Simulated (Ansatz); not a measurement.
# SrTiO3, cubic perovskite: band edges under a change of volume

How fast do the gaps move when the cell is scaled evenly? The symmetry of the cell is held, so distortions that would lower it, which this phase may prefer, aren't tested.

Calculated with Ansatz 0.2.0, r2SCAN, PAW files of the set soft_1, cutoff 600 eV, Fermi–Dirac smearing 0.02 eV, k-mesh 7×7×7, no spin polarisation, no spin-orbit coupling.

Reference cell, relaxed at zero pressure with r2SCAN (Pm-3m): a = 3.9076 Å, b = 3.9076 Å, c = 3.9076 Å, α = 90.00°, β = 90.00°, γ = 90.00°.

```
atom       x       y       z
  Sr  0.0000  0.0000  0.0000
  Ti  0.5000  0.5000  0.5000
   O  0.5000  0.5000  0.0000
   O  0.5000  0.0000  0.5000
   O  0.0000  0.5000  0.5000
```

Levels are read on the k-mesh and along lines from Γ to X = (0, 0.5, 0), M = (0.5, 0.5, 0) and R = (0.5, 0.5, 0.5) in the reciprocal basis of this cell (the letters only name these points), and count from the highest filled level.

```csv
ln(V/V0),gap (eV),direct gap at Γ (eV)
−0.0619,2.404,2.718
−0.0408,2.358,2.689
−0.0202,2.311,2.658
0.0000,2.265,2.625
0.0198,2.220,2.591
0.0583,2.129,2.519
```

**Question.** Fit the direct gap at Γ and give it at ln(V/V0) = 0.0392, a row left out above.

A straight line through the 6 rows: the means are −0.007467 for ln(V/V0) and 2.6333 for the level, Σ(Δx)² = 0.009361 and ΣΔxΔy = −0.01551, so the slope is −0.01551/0.009361 = −1.6574 and the intercept 2.6333 − (−1.6574)(−0.007467) = 2.621.

The slope is the volume deformation potential of this gap, −1.66 eV, as a mean over the range. The line gives 2.556 eV. The run itself gives 2.555 eV, so the estimate misses by 0.001 eV; the fitted rows themselves lie up to 0.006 eV off the law.

The rows curve: the slope runs from −1.37 between the first two to −1.87 eV between the last two, so the line is a mean over the range.

The gap lies below the direct one at Γ in every row. Semilocal functionals give gaps that are too small, and the error differs from valley to valley, so the order of close valleys can be wrong too.

[Logs are printed without paths, hosts, clocks, repeated set-up lines and the standing remarks that a program may print on its own settings, such as how far it seeks lower states.]
